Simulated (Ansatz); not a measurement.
**Li on Ru(0001): change of the work function**

How does Li on the fcc site change the work function of Ru(0001) as the layer fills?

Calculated with Ansatz 0.2.0; plane-wave DFT, PBE, Ansatz PAW.

## (1) Set-up

The cell holds 4 atoms: 4 Ru. Its edges and angles: a = 2.700 Å, b = 2.700 Å, c = 24.415 Å, α = 90.0°, β = 90.0°, γ = 60.0°. Vacuum lies along c.

## (2) The clean slab

The bare slab comes first, as the zero from which every change is counted. The two lowest layers are held at bulk places and the upper ones relax. The dipole correction removes the false field that a one-sided slab makes across the periodic vacuum, so each face gets a flat vacuum level of its own.

Contents of input.yaml:

```yaml
crystal:
  lattice:
    - [2.7, 0.0, 0.0]
    - [1.35, 2.3382685902, 0.0]
    - [0.0, 0.0, 24.4152]
  atoms:
    - { symbol: Ru, position: [0.6666666667, 0.6666666667, 0.3686228251] }
    - { symbol: Ru, position: [0.0, 0.0, 0.4562076084] }
    - { symbol: Ru, position: [0.6666666667, 0.6666666667, 0.5437923916] }
    - { symbol: Ru, position: [0.0, 0.0, 0.6313771749] }
kpoints:
  mp_grid: { grid: [12, 12, 1] }
hamiltonian:
  xc: pbe
scf:
  occupations: { method: fermi_dirac, width: 0.1 }
  convergence: { dr2_threshold: 1.0e-08 }
efield:
  axis: 3
  dipole_correction: true
  ramp_position: 0.97
  ramp_width: 0.06
relax:
  f_tol: 0.02
  max_steps: 60
  constraints: [{ sites: [0, 1] }]
output:
  write_potential: true
  write_density: true
  volumetric_format: npy
```

Run with:

```console
> ansatz run input.yaml --threads 4 --pin off --max-ram 16384MiB --backend cpu --events-out ev --progress --plain --runs-dir out
```

Numbers of over 12 decimals in the logs are rounded to 6 here.

The program printed:

```text
Engine: ansatz 0.2.0, aarch64-unknown-linux-gnu
Pseudopotentials: kind: paw
Pseudopotential: Ru, paw, valence charge 16, recommended cutoff 420 eV (normal), Ru.paw.azcp
Functional definition: PBE
  parameter kappa = 0.804
  parameter beta = 0.066725
  exchange = pbe_x(kappa = kappa, mu = beta*pi^2/3)
  correlation = pbe_c(beta = beta)
Crystal: 4 atoms, lattice volume = 154.141 Å³
Basis set: ecut = 420 eV, 3063 PW (Γ), exchange–correlation on 40×40×360 points (8 copies of the dense FFT grid, shifted against one another)
Bands: 39, of which v1, the nominal top of the filled ones, is band 32 counted from 1 (31 counted from 0)
Symmetry: 6 space group operations
k-points: 19 of 144 (time reversal used)
Non-local potential: Ru, projectors of the file, l = 0: 3, l = 1: 2, l = 2: 2, l = 3: 1
PAW form: soft (Blöchl's): semilocal exchange-correlation on the pseudo side does not see the compensation charge
PAW one-centre angular grid: Ru, 590 points (default); XC on 64 Gauss nodes
Initial density: superposition of atomic densities (neutral atoms: chi_scale 0, normalization atom), corrected by the library's trained network
Initial wavefunctions: pseudopotential atomic-orbital guess
Functional: x = pbe(κ = 0.804, μ = 0.219515), c = pbe(β = 0.066725)
SCF iter   1: F=—  HF=-23512.726011 eV  |F-HF|=—  |Δ(HF+E_count)|=         —  Δρ=8.02e-3  dr2=4.20e-1  ethr=1.77e-3  p=0.000 e·Å  D=2.55e-14 V/Å  ΔV_dip=-0.00 eV  dr2_dipole=4.18e-8  V_vac-E_F(+/−)=4.75/4.75 eV  ⟨swp⟩=7.4  Hψ=3258  notcnv=0
efield: sawtooth ramp at fractional position 0.9700 (set: `efield.ramp_position`, or a place that a band, a saddle search or an elastic batch's reference lends), width 0.0600; the density the first Hamiltonian is built on has a dipole p = 0.000 e·Å; the dipole correction subtracts the counter field D = 2.55e-14 V/Å, which shifts the + side's vacuum level by -0.00 eV against the − side's; the planar-averaged density in the ramp window peaks in size at 5.1e-6 e/Å³
preconditioner: auto → LDOS  [metal: Δε(μ)=0.040 eV  Ē_g=4.722 eV  σ=0.100 eV  W_gap=0.10  n_scr=18 (ndim 8)  ℏωp=16.9 eV  f_vac=0.584  D(μ)=4.50/eV (n_scr^D=16)  β→1.0]
SCF iter   2: F=—  HF=-23512.720745 eV  |F-HF|=—  |Δ(HF+E_count)|=   5.27e-3  Δρ=3.31e-3  dr2=3.80e-2  ethr=6.57e-4  p=-0.000 e·Å  D=-1.91e-5 V/Å  ΔV_dip=0.00 eV  dr2_dipole=4.73e-7  V_vac-E_F(+/−)=5.00/5.00 eV  ⟨swp⟩=1.5  Hψ=919  notcnv=0
SCF iter   3: F=—  HF=-23512.717886 eV  |F-HF|=—  |Δ(HF+E_count)|=   2.86e-3  Δρ=6.79e-4  dr2=8.55e-4  ethr=5.94e-5  p=-0.000 e·Å  D=-7.45e-6 V/Å  ΔV_dip=0.00 eV  dr2_dipole=3.12e-7  V_vac-E_F(+/−)=5.05/5.05 eV  ⟨swp⟩=2.0  Hψ=932  notcnv=0
SCF iter   4: F=—  HF=-23512.717814 eV  |F-HF|=—  |Δ(HF+E_count)|=   7.16e-5  Δρ=1.58e-4  dr2=1.09e-4  ethr=1.34e-6  p=-0.000 e·Å  D=-6.72e-6 V/Å  ΔV_dip=0.00 eV  dr2_dipole=3.71e-8  V_vac-E_F(+/−)=5.07/5.07 eV  ⟨swp⟩=2.1  Hψ=1171  notcnv=0
SCF iter   5: F=—  HF=-23512.717807 eV  |F-HF|=—  |Δ(HF+E_count)|=   7.22e-6  Δρ=5.25e-5  dr2=8.28e-6  ethr=1.71e-7  p=0.000 e·Å  D=1.09e-6 V/Å  ΔV_dip=-0.00 eV  dr2_dipole=6.52e-10  V_vac-E_F(+/−)=5.08/5.08 eV  ⟨swp⟩=2.2  Hψ=1114  notcnv=0
SCF iter   6: F=—  HF=-23512.717808 eV  |F-HF|=—  |Δ(HF+E_count)|=   7.84e-7  Δρ=2.85e-5  dr2=1.76e-6  ethr=1.29e-8  p=-0.000 e·Å  D=-2.98e-6 V/Å  ΔV_dip=0.00 eV  dr2_dipole=1.16e-11  V_vac-E_F(+/−)=5.09/5.09 eV  ⟨swp⟩=3.0  Hψ=1433  notcnv=0
SCF iter   7: F=—  HF=-23512.717807 eV  |F-HF|=—  |Δ(HF+E_count)|=   1.27e-7  Δρ=8.99e-6  dr2=2.28e-7  ethr=2.75e-9  p=0.000 e·Å  D=5.84e-8 V/Å  ΔV_dip=-0.00 eV  dr2_dipole=4.45e-11  V_vac-E_F(+/−)=5.09/5.09 eV  ⟨swp⟩=2.5  Hψ=1217  notcnv=0
SCF iter   8: F=—  HF=-23512.717808 eV  |F-HF|=—  |Δ(HF+E_count)|=   1.93e-7  Δρ=3.54e-6  dr2=2.81e-8  ethr=3.56e-10  p=-0.000 e·Å  D=-1.02e-7 V/Å  ΔV_dip=0.00 eV  dr2_dipole=1.70e-14  V_vac-E_F(+/−)=5.09/5.09 eV  ⟨swp⟩=2.8  Hψ=1346  notcnv=0
SCF iter   9: F=-23512.717808 eV  HF=-23512.717808 eV  |F-HF|=1.65e-9  |Δ(HF+E_count)|=   2.22e-8  Δρ=1.12e-6  dr2=1.93e-9  ethr=1.56e-11  p=-0.000 e·Å  D=-1.49e-7 V/Å  ΔV_dip=0.00 eV  dr2_dipole=2.06e-13  V_vac-E_F(+/−)=5.09/5.09 eV  ⟨swp⟩=10.6  Hψ=5507  notcnv=0
SCF 1 converged in 9 iterations: F = -23512.717808 eV  dr2 = 1.93e-9
  greatest PAW one-centre occupation: 0.998 electrons in one spin orbital (limit 2), on the Ru atom at site 3 (counted from 0), in its partial waves of l = 0
relax step   1: F+E_penalty+E_count = -23512.71780769 eV  Δ(F+E_penalty+E_count) = +0.000e0 eV  max|allowed force component| = 5.365e-1 eV/Å  Δτ_max = 0.0000 Å  (9 SCF iters, accepted)
Initial density: handed on by an earlier stage of this run
Initial wavefunctions: those handed on with the density
iter 1 solved again at ethr=2.79e-4 eV; its pass at ethr=3.10e-3 eV (dr2=1.79e-1 eV) is discarded
SCF iter   1: F=—  HF=-23512.732681 eV  |F-HF|=—  |Δ(HF+E_count)|=         —  Δρ=4.18e-3  dr2=1.61e-1  ethr=2.79e-4  p=-0.000 e·Å  D=-3.92e-8 V/Å  ΔV_dip=0.00 eV  dr2_dipole=5.05e-2  V_vac-E_F(+/−)=5.08/5.08 eV  ⟨swp⟩=1.4  Hψ=2246  notcnv=0
efield: sawtooth ramp at fractional position 0.9700 (set: `efield.ramp_position`, or a place that a band, a saddle search or an elastic batch's reference lends), width 0.0600; the density the first Hamiltonian is built on has a dipole p = -0.000 e·Å; the dipole correction subtracts the counter field D = -3.92e-8 V/Å, which shifts the + side's vacuum level by +0.00 eV against the − side's; the planar-averaged density in the ramp window peaks in size at 1.2e-6 e/Å³
preconditioner: auto → LDOS  [metal: Δε(μ)=0.011 eV  Ē_g=4.777 eV  σ=0.100 eV  W_gap=0.03  n_scr=18 (ndim 8)  ℏωp=16.9 eV  f_vac=0.589  D(μ)=4.80/eV (n_scr^D=18)  β→1.0]
SCF iter   2: F=—  HF=-23512.729634 eV  |F-HF|=—  |Δ(HF+E_count)|=   3.05e-3  Δρ=1.47e-3  dr2=8.73e-3  ethr=2.51e-4  p=0.001 e·Å  D=1.54e-3 V/Å  ΔV_dip=-0.04 eV  dr2_dipole=1.08e-3  V_vac-E_F(+/−)=5.04/5.07 eV  ⟨swp⟩=1.8  Hψ=865  notcnv=0
SCF iter   3: F=—  HF=-23512.729688 eV  |F-HF|=—  |Δ(HF+E_count)|=   5.40e-5  Δρ=1.46e-3  dr2=8.06e-3  ethr=1.36e-5  p=0.002 e·Å  D=1.78e-3 V/Å  ΔV_dip=-0.04 eV  dr2_dipole=1.74e-4  V_vac-E_F(+/−)=5.04/5.08 eV  ⟨swp⟩=2.9  Hψ=1565  notcnv=0
SCF iter   4: F=—  HF=-23512.727755 eV  |F-HF|=—  |Δ(HF+E_count)|=   1.93e-3  Δρ=1.69e-4  dr2=7.46e-5  ethr=1.26e-5  p=0.001 e·Å  D=1.75e-3 V/Å  ΔV_dip=-0.04 eV  dr2_dipole=2.30e-6  V_vac-E_F(+/−)=5.03/5.07 eV  ⟨swp⟩=2.4  Hψ=1137  notcnv=0
SCF iter   5: F=—  HF=-23512.727757 eV  |F-HF|=—  |Δ(HF+E_count)|=   2.03e-6  Δρ=6.38e-5  dr2=1.06e-5  ethr=1.17e-7  p=0.001 e·Å  D=1.73e-3 V/Å  ΔV_dip=-0.04 eV  dr2_dipole=2.00e-7  V_vac-E_F(+/−)=5.03/5.07 eV  ⟨swp⟩=3.2  Hψ=1576  notcnv=0
SCF iter   6: F=—  HF=-23512.727763 eV  |F-HF|=—  |Δ(HF+E_count)|=   5.90e-6  Δρ=2.64e-5  dr2=1.28e-6  ethr=1.66e-8  p=0.001 e·Å  D=1.75e-3 V/Å  ΔV_dip=-0.04 eV  dr2_dipole=6.23e-9  V_vac-E_F(+/−)=5.03/5.07 eV  ⟨swp⟩=2.3  Hψ=1096  notcnv=0
SCF iter   7: F=—  HF=-23512.727764 eV  |F-HF|=—  |Δ(HF+E_count)|=   6.93e-7  Δρ=6.73e-6  dr2=1.28e-7  ethr=2.01e-9  p=0.002 e·Å  D=1.77e-3 V/Å  ΔV_dip=-0.04 eV  dr2_dipole=1.80e-8  V_vac-E_F(+/−)=5.03/5.07 eV  ⟨swp⟩=3.2  Hψ=1481  notcnv=0
SCF iter   8: F=—  HF=-23512.727764 eV  |F-HF|=—  |Δ(HF+E_count)|=   1.54e-7  Δρ=2.57e-6  dr2=1.73e-8  ethr=2.01e-10  p=0.002 e·Å  D=1.76e-3 V/Å  ΔV_dip=-0.04 eV  dr2_dipole=5.74e-11  V_vac-E_F(+/−)=5.03/5.07 eV  ⟨swp⟩=2.6  Hψ=1265  notcnv=0
SCF iter   9: F=-23512.727764 eV  HF=-23512.727764 eV  |F-HF|=1.10e-8  |Δ(HF+E_count)|=   8.54e-8  Δρ=8.42e-7  dr2=1.45e-9  ethr=1.56e-11  p=0.002 e·Å  D=1.77e-3 V/Å  ΔV_dip=-0.04 eV  dr2_dipole=8.76e-11  V_vac-E_F(+/−)=5.03/5.07 eV  ⟨swp⟩=10.9  Hψ=5451  notcnv=0
SCF 2 converged in 9 iterations: F = -23512.727764 eV  dr2 = 1.45e-9
relax step   2: F+E_penalty+E_count = -23512.72776402 eV  Δ(F+E_penalty+E_count) = -9.956e-3 eV  max|allowed force component| = 2.640e-1 eV/Å  Δτ_max = 0.0631 Å  (9 SCF iters, accepted)
SCF iter   1: F=—  HF=-23512.732127 eV  |F-HF|=—  |Δ(HF+E_count)|=         —  Δρ=2.15e-3  dr2=4.13e-2  ethr=5.39e-4  p=0.002 e·Å  D=1.77e-3 V/Å  ΔV_dip=-0.04 eV  dr2_dipole=1.13e-2  V_vac-E_F(+/−)=5.03/5.08 eV  ⟨swp⟩=2.5  Hψ=1222  notcnv=0
efield: sawtooth ramp at fractional position 0.9700 (set: `efield.ramp_position`, or a place that a band, a saddle search or an elastic batch's reference lends), width 0.0600; the density the first Hamiltonian is built on has a dipole p = 0.002 e·Å; the dipole correction subtracts the counter field D = 1.77e-3 V/Å, which shifts the + side's vacuum level by -0.04 eV against the − side's; the planar-averaged density in the ramp window peaks in size at 1.5e-6 e/Å³
preconditioner: auto → LDOS  [metal: Δε(μ)=0.014 eV  Ē_g=4.748 eV  σ=0.100 eV  W_gap=0.03  n_scr=18 (ndim 8)  ℏωp=16.9 eV  f_vac=0.586  D(μ)=4.73/eV (n_scr^D=18)  β→1.0]
SCF iter   2: F=—  HF=-23512.731430 eV  |F-HF|=—  |Δ(HF+E_count)|=   6.97e-4  Δρ=7.28e-4  dr2=2.45e-3  ethr=6.45e-5  p=0.001 e·Å  D=1.56e-3 V/Å  ΔV_dip=-0.04 eV  dr2_dipole=5.81e-4  V_vac-E_F(+/−)=5.04/5.08 eV  ⟨swp⟩=1.3  Hψ=911  notcnv=0
SCF iter   3: F=—  HF=-23512.731343 eV  |F-HF|=—  |Δ(HF+E_count)|=   8.72e-5  Δρ=6.75e-4  dr2=1.60e-3  ethr=3.83e-6  p=0.001 e·Å  D=1.09e-3 V/Å  ΔV_dip=-0.03 eV  dr2_dipole=1.21e-4  V_vac-E_F(+/−)=5.05/5.07 eV  ⟨swp⟩=3.1  Hψ=1548  notcnv=0
SCF iter   4: F=—  HF=-23512.731020 eV  |F-HF|=—  |Δ(HF+E_count)|=   3.23e-4  Δρ=9.48e-5  dr2=2.67e-5  ethr=2.50e-6  p=0.001 e·Å  D=1.20e-3 V/Å  ΔV_dip=-0.03 eV  dr2_dipole=7.96e-8  V_vac-E_F(+/−)=5.05/5.07 eV  ⟨swp⟩=2.0  Hψ=1076  notcnv=0
SCF iter   5: F=—  HF=-23512.731020 eV  |F-HF|=—  |Δ(HF+E_count)|=   6.03e-7  Δρ=2.91e-5  dr2=1.95e-6  ethr=4.17e-8  p=0.001 e·Å  D=1.21e-3 V/Å  ΔV_dip=-0.03 eV  dr2_dipole=2.55e-7  V_vac-E_F(+/−)=5.04/5.07 eV  ⟨swp⟩=3.1  Hψ=1467  notcnv=0
SCF iter   6: F=—  HF=-23512.731025 eV  |F-HF|=—  |Δ(HF+E_count)|=   4.88e-6  Δρ=1.06e-5  dr2=2.20e-7  ethr=3.05e-9  p=0.001 e·Å  D=1.21e-3 V/Å  ΔV_dip=-0.03 eV  dr2_dipole=2.08e-9  V_vac-E_F(+/−)=5.05/5.07 eV  ⟨swp⟩=2.2  Hψ=1072  notcnv=0
SCF iter   7: F=—  HF=-23512.731026 eV  |F-HF|=—  |Δ(HF+E_count)|=   3.04e-7  Δρ=3.59e-6  dr2=4.54e-8  ethr=3.44e-10  p=0.001 e·Å  D=1.20e-3 V/Å  ΔV_dip=-0.03 eV  dr2_dipole=5.43e-9  V_vac-E_F(+/−)=5.05/5.07 eV  ⟨swp⟩=2.9  Hψ=1360  notcnv=0
SCF iter   8: F=-23512.731026 eV  HF=-23512.731026 eV  |F-HF|=2.10e-8  |Δ(HF+E_count)|=   4.07e-8  Δρ=1.12e-6  dr2=4.97e-9  ethr=1.56e-11  p=0.001 e·Å  D=1.20e-3 V/Å  ΔV_dip=-0.03 eV  dr2_dipole=1.47e-10  V_vac-E_F(+/−)=5.05/5.08 eV  ⟨swp⟩=10.9  Hψ=5658  notcnv=0
SCF 3 converged in 8 iterations: F = -23512.731026 eV  dr2 = 4.97e-9
relax step   3: F+E_penalty+E_count = -23512.73102571 eV  Δ(F+E_penalty+E_count) = -3.262e-3 eV  max|allowed force component| = 1.726e-2 eV/Å  Δτ_max = 0.0292 Å  (8 SCF iters, accepted)
NSCF: frozen V_eff on 19 k-points
the band table was solved once a step of the walk had ended and its energy, with any forces and stress, was formed, with the checks that follow a solve (3207 applications of the Hamiltonian). They found nothing against the state; the energy, forces and stress were not computed again (output.eigenvalues in the input reference)
WARN: The input density's exchange-correlation potential varies sharply where the density is thin. Do not read a vacuum level from v_tot or v_xc, or from such a field of the output density. On a cell that repeats whose density bears no net charge and no dipole along the vacuum's axis use v_es (v_loc + v_h of the components); under efield.dipole_correction with no amplitude use v_es + v_field, which holds any external [...]
SCF converged after 8 iterations
Free energy (F): -23512.731026 eV
Harris-Foulkes:  -23512.731026 eV  (|F-HF|=2.10e-8)
Internal energy: -23512.573717 eV  (E = F + TS)
E sigma→0 (E₀):  -23512.652371 eV
Entropy (-TS):   -0.157309 eV (-39.327 meV/atom)
Fermi energy:    5.070094 eV
Dipole field:    D = 0.001218 V/Å  (p = 0.001038 e·Å, saw-weighted, corrected)
Work function:   Φ+ = 5.0457 eV   Φ− = 5.0754 eV
Levels:          The Fermi level and band energies are counted from a zero that moves with the ramp; work functions are not
--- Per-component energies (eV) ---
  E_band       = -1382.396250
  E_kinetic    = 2053.424202
  E_local      = -108450.119539  (includes V_loc(G=0)·N_el)
  E_nonlocal   = 1374.134429
  E_hartree    = 52740.331170
  E_xc         = -759.224491
  E_vxc        = -952.769082  (∫ρ·V_xc dr)
  E_paw        = -13843.557206  (= ΣΔE_a)
  E_vpaw       = -887.740778  (= ΣTr[D̂ρ^β])
  E_aug_tail   = -0.000773  (compensation charges beyond the density's cutoff)
  E_efield     = 0.000001  (sawtooth field / dipole correction)
  E_vefield    = 0.000284  (∫n·V_field dr)
  E_ewald      = 43372.438490
  E_smearing   = -0.157309  (= −TS)
  E_closure    = -0.000000  (closes the sum)
  Σ components = -23512.731026   (vs F -23512.731026, Δ=0.00e0)
--- Forces (eV/Å), atoms counted from 1 ---
  atom   1  Ru     0.00000000    -0.00000000     0.47191100
  atom   2  Ru    -0.00000000     0.00000000    -0.45864794
  atom   3  Ru    -0.00000000    -0.00000000    -0.01725956
  atom   4  Ru    -0.00000000    -0.00000000     0.00398370
  max |Σ_I F_I| component: 1.28e-5 eV/Å
--- Band table (eV; the first three rows and the last of 19) ---
  k-point 0: bands = [... 28 lower, 3.1032, 3.1032, 3.3035, 4.2564, 4.2564, 5.1708, 5.2356, 5.2356, ... 3 higher]
  k-point 1: bands = [... 28 lower, 3.1352, 3.2707, 3.3655, 4.0857, 4.2001, 4.6895, 4.9614, 5.1771, ... 3 higher]
  k-point 2: bands = [... 28 lower, 3.2004, 3.4733, 3.6256, 3.7607, 4.0789, 4.3168, 4.8058, 5.0858, ... 3 higher]
  k-point 18: bands = [... 28 lower, 3.0217, 3.8651, 4.4540, 5.7029, 5.7380, 5.7613, 6.1990, 6.2368, ... 3 higher]
--- Relaxed structure (3 steps of the walk, 3 accepted, 0 SCFs on fresh bases) ---
  F+E_penalty+E_count = -23512.73102571 eV   max|allowed force component| = 1.726e-2 eV/Å
  atoms:
    - { symbol: Ru, position: [0.666667, 0.666667, 0.3686228251] }
    - { symbol: Ru, position: [0.0, 0.0, 0.456208] }
    - { symbol: Ru, position: [0.666667, 0.666667, 0.544587] }
    - { symbol: Ru, position: [-1.39364845673726e-18, 0, 0.629989] }
```

Run time: 10 s. Hardware: 4 threads of Arm Neoverse V1, shared host; peak memory 0.46 GiB; 37 s of CPU time.

Relaxation path:

| step | energy less that of the first step (eV) | largest force component (eV/Å) |
| --- | --- | --- |
| 1 | 0.0000 | 0.5365 |
| 2 | -0.0100 | 0.2640 |
| 3 | -0.0132 | 0.0173 |

The run keeps the 6 symmetry operations that it works with, so distortions that break them were not tested.

The atoms that moved most (Å):

| atom | dx | dy | dz | length |
| --- | --- | --- | --- | --- |
| Ru4 | 0.000 | 0.000 | -0.034 | 0.034 |
| Ru3 | 0.000 | 0.000 | 0.019 | 0.019 |

Final coordinates:

```xyz
4
Lattice="2.7000 0.0000 0.0000 1.3500 2.3383 0.0000 0.0000 0.0000 24.4152" Properties=species:S:1:pos:R:3
Ru    2.7000    1.5588    9.0000
Ru    0.0000    0.0000   11.1384
Ru    2.7000    1.5588   13.2962
Ru    0.0000    0.0000   15.3813
```

Numbers from this step:

* energy at zero smearing: -23512.6524 eV
* work function, upper face: 5.046 eV
* work function, lower face: 5.075 eV
* dipole along the normal: 0.001038 e·Å
* step between the vacuum levels: -0.02975 eV

Running mean over 2.138 Å of the planar mean; the ramp of the sawtooth is left out. Electron's electrostatic potential energy less the Fermi level against z:

| z (Å) | electron's electrostatic potential energy less the Fermi level (eV) |
| --- | --- |
| 3 | 5.08 |
| 4 | 5.07 |
| 5 | 5.07 |
| 6 | 4.98 |
| 7 | 3.94 |
| 8 | -6.27 |
| 9 | -14.2 |
| 10 | -14.6 |
| 11 | -14.8 |
| 12 | -14.6 |
| 13 | -14.9 |
| 14 | -15.4 |
| 15 | -14.8 |
| 16 | -11.4 |
| 17 | 1.85 |
| 18 | 4.81 |
| 19 | 5.03 |
| 20 | 5.04 |
| 21 | 5.05 |

The relaxation took 3 steps and lowered the energy by 0.013 eV; the largest force on the free atoms ends at 0.017 eV/Å.

The work function of the upper face is 5.05 eV.

(Part 1 of 4 ends here.)

[Logs are printed without paths, hosts, clocks, repeated set-up lines and the standing remarks that a program may print on its own settings, such as how far it seeks lower states.]

[Hosts, paths, dates, database ids (printed as entryN), source tags and the programs' standing remarks are cut or masked in the printed files.]

[Maps of the electrostatic potential energy from Ansatz leave out the sawtooth potential of an applied field or a dipole correction, so their vacuum need not be flat; planar profiles and work functions include it.]
